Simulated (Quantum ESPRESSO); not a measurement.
## Ni: energy over the lowest, ferro + against volume, fitted and tested on a withheld row

System: Ni, 1 Ni in the cell, space group Fm-3m. From the study “How volume moves the moments of Ni”.

Method: PBE; plane waves with GBRV 1.5 PBE potentials (Quantum ESPRESSO 7.5). Settings shared by all rows: cutoff 544.23 eV, 16×16×16 k-mesh, fermi-dirac occupations, smearing width 0.05 eV. Only a parallel start was run beside the spinless one, so opposed or spiral orders, which may lie lower, are not probed.

Results; the value marked ? is withheld:

| volume (factor) | energy over the lowest, ferro + (meV an atom) |
| --- | --- |
| 0.91 | 57.19 |
| 0.94 | ? |
| 0.97 | 4.32 |
| 1 | 0.00 |
| 1.03 | 7.96 |
| 1.06 | 25.48 |
| 1.09 | 51.01 |

**Question.** Fit the rows given and predict the energy over the lowest, ferro + at volume = 0.94 factor.

**Law.** Energy against volume follows the Birch–Murnaghan form, which is a polynomial in the Eulerian strain: third order, a cubic in t = (V/1)^(−2/3) − 1. In symbols, E = c0 + c1 t + c2 t² + c3 t³, with energy over the lowest, ferro + in meV an atom.

**Fit.** Least squares on 6 rows gives c0 = 0.19232, c1 = -110.408, c2 = 14754.7 and c3 = 7475.07.

| volume (factor) | t | computed | fit | computed − fit |
| --- | --- | --- | --- | --- |
| 0.91 | 0.064892 | 57.19 | 57.203 | -0.013 |
| 0.97 | 0.020514 | 4.32 | 4.201 | 0.119 |
| 1 | 0 | 0.00 | 0.192 | -0.192 |
| 1.03 | -0.019513 | 7.96 | 7.909 | 0.051 |
| 1.06 | -0.038101 | 25.48 | 25.405 | 0.075 |
| 1.09 | -0.055833 | 51.01 | 51.050 | -0.040 |

The slope vanishes at t = 0.003731, so the minimum lies at V = 1 × (1 + t)^(−3/2) = 0.9944. That is the minimum of this magnetic state alone.

**Prediction.** At volume = 0.94 factor, t = 0.042113, so the law predicts 22.268 meV an atom. The computed value is 22.08 meV an atom, 0.188 below the prediction. The row lies between fitted rows, so this is an interpolation. The miss is 1.9 times the rms residual of the fit, 0.101.

[Hosts, paths, dates, database ids (printed as entryN), source tags and the programs' standing remarks are cut or masked in the printed files.]

[Where a cell is said to come from a database of computed structures, the database is the Materials Project.]
